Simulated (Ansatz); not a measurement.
## Decaying states in the gap of CsRb2I3

A new crystal, CsRb2I3: structure, gap and complex bands. It is built by putting I for Br, Rb for Li in the CsLi2Br3 structure of space group Immm, with the volume rescaled by atomic radii. The parent structure comes from the Materials Project.

Program: Ansatz 0.2.0. Level of theory: r2SCAN DFT, plane waves, PAW files, in the first sound run; inputs show where later runs differ. Results are calculated unless marked as measured.

Most raw output is cut from this account.

The structure was built from a prototype and need not be the compound's stable phase.

**1. Starting point**

It takes space group Immm (No. 71, orthorhombic). Conventional cell: a = 5.384 Å, b = 6.516 Å, c = 15.270 Å, α = 90.00°, β = 90.00°, γ = 90.00°. Nearest to Cs lie 8 I at 4.23 to 4.32 Å. Rb has 5 I at 2.92 to 3.29 Å nearest. Nearest to I lie 4 Rb at 3.01 to 3.29 Å and 2 Cs at 4.32 Å. Nearest to I lie 2 Rb at 2.92 Å and 4 Cs at 4.23 Å. It derives from CsLi2Br3. I for Br, Rb for Li in the CsLi2Br3 structure of space group Immm. Farther neighbours and most contacts between anions are not listed.

**2. Relaxing the new crystal**

The substituted atoms don't fit the parent's cell, so cell and atoms relax together. A small smearing keeps the run stable in case the gap closes on the way.

Contents of input.yaml:

```yaml
crystal:
  lattice:
    - [-2.6920813957, 3.2581361861, 7.6349238906]
    - [2.6920813957, -3.2581361861, 7.6349238906]
    - [2.6920813957, 3.2581361861, -7.6349238906]
  atoms:
    - { symbol: Cs, position: [0.0, 0.5, 0.5] }
    - { symbol: Rb, position: [0.30865505, 0.80865505, 0.5] }
    - { symbol: Rb, position: [0.69134495, 0.19134495, 0.5] }
    - { symbol: I, position: [0.77909007, 0.77909007, 0.0] }
    - { symbol: I, position: [0.22090993, 0.22090993, 0.0] }
    - { symbol: I, position: [0.5, 0.0, 0.5] }
kpoints:
  mp_grid: { grid: [6, 6, 6] }
scf:
  occupations: { method: gaussian, width: 0.03 }
hamiltonian:
  xc: r2scan
output:
  forces: true
  stress: true
relax:
  f_tol: 0.02
  max_steps: 60
  cell: {}
```

Command:

```
$ ansatz run input.yaml --threads 2 --pin off --max-ram 4096MiB --backend cpu --events-out ev --progress --plain --runs-dir out
```

The job ended after 6.8 min (2 threads of Arm Neoverse V2, shared host; peak memory 1.6 GiB; 12 min of CPU time).

Relaxation path:

```csv
step,energy less that of the first step (eV),largest force component (eV/Å),pressure (GPa),volume (Å³)
1,0.0000,1.4799,7.86,267.87
2,-1.6001,0.8448,3.91,296.72
3,-2.3538,0.5116,1.77,321.88
4,-2.6987,0.2367,0.60,339.84
5,-2.8397,0.0385,-0.12,352.10
6,-2.8691,0.0669,-0.24,353.33
7,-2.9066,0.0385,-0.33,348.80
8,-2.9184,0.0090,-0.20,341.67
9,-2.9237,0.0170,-0.01,333.68
10*,-2.9361,0.0171,0.01,333.68
```

Relaxation steps marked * repeat the geometry before them on a plane-wave basis chosen anew for their cell, so energy and pressure can jump there.

The run keeps the 8 symmetry operations that it works with, so distortions that break them were not tested.

```csv
cell as run,before,after,change
a (Å),8.727,10.307,+18.1 %
b (Å),8.727,10.307,+18.1 %
c (Å),8.727,10.307,+18.1 %
α (°),144.06,151.86,+5.4 %
β (°),136.15,139.54,+2.5 %
γ (°),57.93,50.01,-13.7 %
volume (Å³/atom),44.64,55.61,+24.6 %
```

The atoms that moved most (Å, as changes of fractional coordinates times the final cell):

```
atom     dx     dy      dz  length
  I4  0.000  0.000   0.942   0.942
  I5  0.000  0.000  -0.942   0.942
 Rb2  0.000  0.000   0.055   0.055
 Rb3  0.000  0.000  -0.055   0.055
```

Final coordinates:

```xyz
6
Lattice="-2.5058 3.5639 9.3408 2.5058 -3.5639 9.3408 2.5058 3.5639 -9.3408" Properties=species:S:1:pos:R:3 pbc="T T T"
Cs    2.5058    0.0000    0.0000
Rb    2.5058    0.0000    5.8213
Rb    0.0000    3.5639    3.5196
I     0.0000    0.0000   15.4964
I     0.0000    0.0000    3.1853
I     0.0000    3.5639    0.0000
```

This step gave:

| Item | Value |
| --- | --- |
| free energy | -34836.0347 eV |
| Fermi energy | 3.735 eV |
| pressure | 0.01317 GPa |

The largest force component on a free atom ends at 0.017 eV/Å.

**3. Band edges**

The energy window and the wavevectors of the next steps follow from the band edges, so these are searched first, off the mesh as well.

Contents of input.yaml:

```yaml
crystal:
  lattice:
    - [-2.5058242674, 3.5639319593, 9.3408135329]
    - [2.5058242674, -3.5639319593, 9.3408135329]
    - [2.5058242674, 3.5639319593, -9.3408135329]
  atoms:
    - { symbol: Cs, position: [0.0, 0.5, 0.5] }
    - { symbol: Rb, position: [0.3116035771, 0.8116035771, 0.5] }
    - { symbol: Rb, position: [0.6883964229, 0.1883964229, 0.5] }
    - { symbol: I, position: [0.8294977769, 0.8294977769, 0.0] }
    - { symbol: I, position: [0.1705022231, 0.1705022231, 0.0] }
    - { symbol: I, position: [0.5, 0.0, 0.5] }
kpoints:
  mp_grid: { grid: [6, 6, 6] }
  band_path: { path: [VBM, CBM], npoints: 30 }
scf:
  occupations: { method: fixed }
hamiltonian:
  xc: r2scan
output:
  eigenvalues: true
  write_potential: true
  write_density: true
  volumetric_format: npy
  elf: true
```

Elapsed: 2 min, on 2 threads; peak memory 1.6 GiB; 3.8 min of CPU time.

This step gave:

* Fermi energy: 1.878 eV
* gap on the k-mesh: 3.714 eV
* gap on path: 3.714 eV, by band count; negative where bands overlap
* direct gap on path: 3.714 eV
* edge places on path: 0, 0 1/A along the path

Levels at VBM (eV): -7.66, -7.66, -7.60, -1.27, -1.14, -1.07, -0.98, -0.77, -0.67, -0.43, -0.27, 0.00, 3.71, 4.88, 5.13, 5.40, 5.92, 6.53, 6.75, 6.82.

ELF in the ab plane of the cell as run, not the conventional one, at fractional z = 0.500, with atoms of Cs and Rb and I within 0.2 Å of it. It is the smooth field of the valence electrons, not physical close to the nuclei.

Values, 13 rows by 16 columns, each cell a mean:
```
0.04 0.03 0.37 0.66 0.50 0.23 0.60 0.56 0.33 0.53 0.74 0.39 0.04 0.03 0.04 0.08
0.27 0.05 0.39 0.84 0.69 0.71 0.31 0.50 0.70 0.68 0.76 0.67 0.17 0.02 0.15 0.36
0.35 0.15 0.08 0.64 0.61 0.39 0.79 0.26 0.33 0.65 0.70 0.52 0.14 0.01 0.05 0.25
0.08 0.08 0.03 0.09 0.55 0.79 0.85 0.61 0.05 0.09 0.20 0.11 0.04 0.17 0.20 0.07
0.33 0.04 0.02 0.03 0.05 0.21 0.43 0.33 0.04 0.04 0.03 0.01 0.15 0.67 0.82 0.72
0.77 0.55 0.07 0.06 0.21 0.19 0.05 0.02 0.03 0.18 0.29 0.10 0.09 0.68 0.85 0.58
0.20 0.81 0.53 0.05 0.21 0.42 0.27 0.04 0.02 0.16 0.39 0.32 0.06 0.25 0.80 0.46
0.73 0.82 0.82 0.24 0.04 0.19 0.19 0.04 0.03 0.04 0.09 0.17 0.09 0.02 0.26 0.75
0.48 0.73 0.67 0.24 0.02 0.02 0.03 0.03 0.31 0.60 0.44 0.13 0.02 0.02 0.02 0.11
0.06 0.08 0.11 0.04 0.12 0.30 0.23 0.05 0.39 0.85 0.74 0.75 0.30 0.02 0.08 0.14
0.36 0.13 0.01 0.09 0.49 0.73 0.74 0.57 0.19 0.61 0.58 0.38 0.79 0.26 0.08 0.34
0.32 0.19 0.03 0.06 0.53 0.77 0.65 0.63 0.66 0.31 0.52 0.76 0.84 0.61 0.06 0.14
0.05 0.04 0.04 0.06 0.17 0.66 0.63 0.30 0.43 0.68 0.37 0.26 0.51 0.39 0.06 0.02
```
Columns run along a (10.3 Å), rows up along b (10.3 Å). Atoms in or near the plane, at fractional coordinates: Cs at (0.00, 0.50), Rb at (0.31, 0.81), Rb at (0.69, 0.19), I at (0.50, 0.00).

Electrostatic potential energy in the ab plane of the cell as run, not the conventional one, at fractional z = 0.500, with atoms of Cs and Rb and I within 0.2 Å of it. With pseudopotentials it is smooth inside the atoms' cores, unlike the true potential.

Ten even steps from '_' (-60 eV) to '@' (8 eV), each cell a mean:
```
@@@@@@@@@@@@%%@@@@@@@@@@####@@@@%%**%%@@@@@@@@@@@@@@@@@@@@
@@@@@@@@@@%%####%%%%@@@@@@########**##@@@@@@@@@@@@@@@@@@@@
@@@@@@@@@@%%==..::++%%@@@@@@%%##****##@@@@@@@@@@@@@@@@@@@@
@@@@@@@@@@%%++______--##@@@@@@@@@@%%@@@@@@@@@@@@@@@@@@@@@@
@@@@@@@@@@@@##::______--%%@@@@@@@@@@@@@@@@@@@@@@@@@@@@@@@@
@@@@@@@@@@@@@@##--____..**%%@@@@@@@@@@@@@@@@@@@@@@@@@@@@@@
@@@@@@@@@@@@@@@@%%++--==**%%@@@@@@@@@@@@@@@@@@@@@@@@@@@@@@
@@@@@@@@@@@@@@@@@@@@%%%%%%%%@@@@@@@@@@@@@@@@@@@@@@@@@@@@@@
@@@@@@@@@@@@@@@@@@@@@@@@@@@@@@@@@@@@@@@@@@@@@@@@%%######%%
##%%@@@@@@@@@@@@@@@@@@@@@@@@@@@@@@@@@@@@@@@@@@@@%%**++++++
++**%%@@@@@@@@@@@@@@@@@@@@@@@@@@@@@@@@@@@@@@@@@@%%##++++++
**++**%%@@@@@@@@@@@@@@@@@@@@@@@@@@@@@@@@@@@@@@@@@@%%**++**
****++**%%@@@@@@@@@@@@@@@@@@@@@@@@@@@@@@@@@@@@@@@@@@##++++
++++++**%%@@@@@@@@@@@@@@@@@@@@@@@@@@@@@@@@@@@@@@@@@@@@%%**
##******%%@@@@@@@@@@@@@@@@@@@@@@@@@@@@@@@@@@@@@@@@@@@@@@%%
@@%%%%%%%%@@@@@@@@@@@@@@@@@@@@@@@@%%@@@@@@@@@@@@@@@@@@@@@@
@@@@@@@@@@@@@@@@@@@@@@@@@@@@@@@@%%####%%%%@@@@@@@@@@@@@@@@
@@@@@@@@@@@@@@@@@@@@@@@@@@@@@@@@##==..::++%%@@@@@@@@@@@@@@
@@@@@@@@@@@@@@@@@@@@@@@@@@@@@@@@%%==______--%%@@@@@@@@@@@@
@@@@@@@@@@@@@@@@@@@@@@@@@@@@@@@@@@##::______==%%@@@@@@@@@@
@@@@@@@@@@@@@@@@@@@@@@%%%%%%@@@@@@@@##--____..##%%@@@@@@@@
@@@@@@@@@@@@@@@@@@@@%%******##%%@@@@@@%%**--==##%%@@@@@@@@
@@@@@@@@@@@@@@@@@@@@%%**##@@%%####@@@@@@@@%%%%%%%%@@@@@@@@
@@@@@@@@@@@@@@@@@@@@@@####@@@@@@####@@@@@@@@@@@@@@@@@@@@@@
```
Columns run along a (10.3 Å; values clipped at the 3rd and 97th percentile), rows up along b (10.3 Å). Atoms in or near the plane, at fractional coordinates: Cs at (0.00, 0.50), Rb at (0.31, 0.81), Rb at (0.69, 0.19), I at (0.50, 0.00).

Valence density in the ab plane of the cell as run, not the conventional one, at fractional z = 0.500, with atoms of Cs and Rb and I within 0.2 Å of it. It is the smooth field of the valence electrons, not physical close to the nuclei.

Ten steps, logarithmic in the rise over the least value, from '0' (0 e/Å³) to '9' (17 e/Å³), each cell a mean:
```
00000111000236998421000000000
00001233210123577431000000000
00001345542101234332100000000
00000245554310112221100000000
00000135545420000111000000000
00000013455531000000000000000
00000001244432000000000000000
00000000012221000000000011110
10000000000010000000000012322
31000000000000000000000023444
43200000000000000000000013433
13320000000000000000000002341
23431000000000000000000001243
44432100000000000000000000123
33332100000000000000000000001
11221100000000001110000000000
00000000000000012333100000000
00000000000000013455420000000
00000000000000002455542100000
00000000011111001355454200000
00000000012232210134555310000
00000000012345321012444320000
00000000012368853100122210000
00000000001359995310000100000
```
Columns run along a (10.3 Å), rows up along b (10.3 Å). Atoms in or near the plane, at fractional coordinates: Cs at (0.00, 0.50), Rb at (0.31, 0.81), Rb at (0.69, 0.19), I at (0.50, 0.00).

The searched edges give 3.71 eV, as on the mesh.

**4. Decaying states in the gap**

This step: r2SCAN DFT, plane waves, PAW files; complex bands by layer matching along the plane's normal (Ansatz 0.2.0).

The same crystal is laid in a cell whose first two vectors span the (001) plane (indices of the standard conventional cell, whose axes can be ordered otherwise than in the bulk input). At fixed energy and wavevector in the plane the solver finds all kz, real and complex. A few wavevectors are listed, (0, 0) and (0.5, 0) in units of the plane's reciprocal vectors; the slowest state needn't be among them.

Contents of input.yaml:

```yaml
crystal:
  lattice:
    - [5.011648535, 0.0, 0.0]
    - [0.0, 7.127863919, 0.0]
    - [2.505824267, 3.563931959, 9.340813533]
  atoms:
    - { symbol: Cs, position: [0.5, 0.0, 0.0] }
    - { symbol: Rb, position: [0.1883964229, 0.6883964229, 0.6232071542] }
    - { symbol: Rb, position: [0.8116035771, 0.3116035771, 0.3767928458] }
    - { symbol: I, position: [0.1705022231, 0.1705022231, 0.6589955538] }
    - { symbol: I, position: [0.8294977769, 0.8294977769, 0.3410044462] }
    - { symbol: I, position: [0.0, 0.5, 0.0] }
kpoints:
  mp_grid: { grid: [6, 6, 6] }
scf:
  occupations: { method: fixed }
hamiltonian:
  xc: r2scan
output:
  eigenvalues: true
  transmission:
    leads: [[0, 0]]
    kpoints: [[0.0, 0.0], [0.5, 0.0]]
    e_range: [-1.0, 4.71]
    de: 0.1
```

Elapsed: 4.9 min, on 2 threads; peak memory 2.3 GiB; 8.3 min of CPU time.

This step gave:

```
level to which the leads are filled                       : 1.857 eV from the Fermi level
decay constant at the filling level, zone centre          : 0.3334 Å⁻¹
decay constant at the filling level, slowest listed point : 0.3334 Å⁻¹
```

K parallel (0, 0); values up to 1.5 1/Å, a degenerate pair printed once or twice; energies at which all values exceed this have no row. The Im kz of the slowest decaying states by energy, zero at the highest filled level on the SCF mesh:

```
energy (eV)  decay 1 (Å⁻¹)  decay 2 (Å⁻¹)  decay 3 (Å⁻¹)  decay 4 (Å⁻¹)
      -1.00         0.0691          0.171          0.519          0.916
      -0.80          0.151          0.203          0.217          0.236
      -0.50          0.218          0.358          0.429          0.875
      -0.30          0.164          0.393          0.462          0.859
      -0.10          0.236          0.285          0.418          0.433
       0.00        0.00822          0.259          0.337          0.428
       0.10          0.276          0.366          0.375          0.436
       0.40          0.313          0.448          0.456          0.486
       0.60          0.328          0.464          0.478          0.519
       0.80          0.337          0.470          0.501          0.540
       1.10          0.345          0.476          0.523          0.561
       1.30          0.346          0.477          0.533          0.569
       1.50          0.344          0.477          0.540          0.575
       1.70          0.340          0.475          0.544          0.578
       2.00          0.329          0.469          0.545          0.579
       2.20          0.318          0.464          0.544          0.577
       2.40          0.305          0.456          0.541          0.574
       2.60          0.288          0.447          0.535          0.570
       2.90          0.256          0.428          0.524          0.537
       3.10          0.228          0.412          0.514          0.515
       3.30          0.192          0.391          0.492          0.504
       3.60          0.105          0.348          0.460          0.483
       3.80          0.309          0.441          0.466          0.519
       4.00          0.260          0.422          0.446          0.506
       4.20          0.191          0.403          0.424          0.493
       4.50         0.0081          0.373          0.382          0.470
       4.70         0.0541          0.346          0.351          0.453
```

K parallel (0.5, 0); values up to 1.5 1/Å, a degenerate pair printed once or twice; energies at which all values exceed this have no row. Table of Im kz of the slowest decaying states by energy, zero at the highest filled level on the SCF mesh:

```csv
energy (eV),decay 1 (Å⁻¹),decay 2 (Å⁻¹),decay 3 (Å⁻¹),decay 4 (Å⁻¹)
-1.00,0.116,0.408,0.469,1.35
-0.70,0.118,0.434,0.577,1.34
-0.40,0.160,0.486,0.545,1.32
-0.10,0.331,0.571,0.625,1.28
0.00,0.350,0.589,0.646,1.27
0.10,0.365,0.605,0.660,1.26
0.40,0.397,0.643,0.683,1.22
0.70,0.419,0.671,0.691,1.19
1.00,0.434,0.689,0.695,1.15
1.30,0.443,0.681,0.717,1.10
1.60,0.449,0.669,0.739,1.05
1.80,0.451,0.658,0.756,1.02
2.10,0.451,0.639,0.796,0.942
2.40,0.449,0.617,0.850,1.17
2.70,0.445,0.591,0.816,0.843
3.00,0.438,0.561,0.755,0.859
3.30,0.429,0.527,0.727,0.839
3.60,0.417,0.487,0.707,0.806
3.80,0.408,0.457,0.699,0.775
4.10,0.391,0.404,0.706,1.03
4.40,0.336,0.372,0.672,1.00
4.70,0.233,0.348,0.632,0.975
```

At the listed wavevectors the last open channel is at -0.30 eV and the next at +3.80 eV on the grid, wider than the gap, since narrow bands can fall between grid energies. At +1.90 eV, the grid energy nearest the filling level (the middle of the gap on the SCF mesh), the slowest state at the listed wavevectors decays with κ = 0.333 Å⁻¹, its amplitude falling by e over 3.0 Å. Through 1 nm of this crystal that state's transmission falls by exp(−2 × 0.333 Å⁻¹ × 10 Å) = 0.0013.

**5. Band edges at another level, cutoff 1230 eV**

This step: r2SCAN DFT, plane waves, norm-conserving files (Ansatz 0.2.0).

The edges again with norm-conserving files, at the same atoms. Against that run the cutoff is 1230 eV against 500.

Contents of input.yaml:

```yaml
crystal:
  lattice:
    - [-2.5058242674, 3.5639319593, 9.3408135329]
    - [2.5058242674, -3.5639319593, 9.3408135329]
    - [2.5058242674, 3.5639319593, -9.3408135329]
  atoms:
    - { symbol: Cs, position: [0.0, 0.5, 0.5] }
    - { symbol: Rb, position: [0.3116035771, 0.8116035771, 0.5] }
    - { symbol: Rb, position: [0.6883964229, 0.1883964229, 0.5] }
    - { symbol: I, position: [0.8294977769, 0.8294977769, 0.0] }
    - { symbol: I, position: [0.1705022231, 0.1705022231, 0.0] }
    - { symbol: I, position: [0.5, 0.0, 0.5] }
kpoints:
  mp_grid: { grid: [6, 6, 6] }
  band_path: { path: [VBM, CBM], npoints: 30 }
scf:
  occupations: { method: fixed }
hamiltonian:
  xc: r2scan
  pseudopotentials: { kind: nc }
output:
  eigenvalues: true
```

Run time: 9 min. Hardware: 2 threads; peak memory 2.9 GiB.

Numbers from this step:

```yaml
free_energy: -12480.9635 eV
fermi_energy: 1.965 eV
```

Levels at VBM (eV): -7.66, -7.65, -7.60, -1.27, -1.14, -1.07, -0.98, -0.77, -0.67, -0.43, -0.27, 0.00, 3.71, 4.88, 5.13, 5.40, 5.93, 6.53, 6.75, 6.82.

The searched edges give 3.71 eV, as on the mesh.

**6. Complex bands at another level**

This step: r2SCAN DFT, plane waves, norm-conserving files; complex bands by layer matching along the plane's normal (Ansatz 0.2.0).

The complex bands at that level, over its own gap, at (0, 0) and (0.5, 0).

Contents of input.yaml:

```yaml
crystal:
  lattice:
    - [5.011648535, 0.0, 0.0]
    - [0.0, 7.127863919, 0.0]
    - [2.505824267, 3.563931959, 9.340813533]
  atoms:
    - { symbol: Cs, position: [0.5, 0.0, 0.0] }
    - { symbol: Rb, position: [0.1883964229, 0.6883964229, 0.6232071542] }
    - { symbol: Rb, position: [0.8116035771, 0.3116035771, 0.3767928458] }
    - { symbol: I, position: [0.1705022231, 0.1705022231, 0.6589955538] }
    - { symbol: I, position: [0.8294977769, 0.8294977769, 0.3410044462] }
    - { symbol: I, position: [0.0, 0.5, 0.0] }
kpoints:
  mp_grid: { grid: [6, 6, 6] }
scf:
  occupations: { method: fixed }
hamiltonian:
  xc: r2scan
  pseudopotentials: { kind: nc }
output:
  eigenvalues: true
  transmission:
    leads: [[0, 0]]
    kpoints: [[0.0, 0.0], [0.5, 0.0]]
    e_range: [-1.0, 4.71]
    de: 0.1
```

It took 0.9 s on 2 threads; peak memory 0.29 GiB.

The program refused the input before any cycle.

The program's message: “Error: memory limit exceeded: the `transmission` phase of `transmission` needs 13.19 GiB against the run's memory maximum of 4.00 GiB; largest carriers: transmission 12.71 GiB, unmodelled-tail allowan …”

**7. What came out**

```
band gap                                         : 3.71 eV
least decay constant at mid-gap, normal to (001) : 0.333 Å⁻¹
```

**Reading.** With r2SCAN, the slowest decay at the wavevectors tried is κ = 0.333 Å⁻¹, normal to (001). Through such a film the transmission near mid-gap falls as exp(−2κd), a factor of ten every 3.5 Å. A free electron under a barrier of half the gap would need a mass of 0.23 mₑ to decay at this rate. The compound is made up by substitution; its stability against other phases and against distortions of the cell's symmetry was not tested. r2SCAN still narrows gaps, if less than LDA and GGA do, while spin-orbit coupling, left out here, narrows them in compounds of heavy elements, so the error in κ can go either way.

[Logs are printed without paths, hosts, clocks, repeated set-up lines and the standing remarks that a program may print on its own settings, such as how far it seeks lower states.]

[Hosts, paths, dates, database ids (printed as entryN), source tags and the programs' standing remarks are cut or masked in the printed files.]
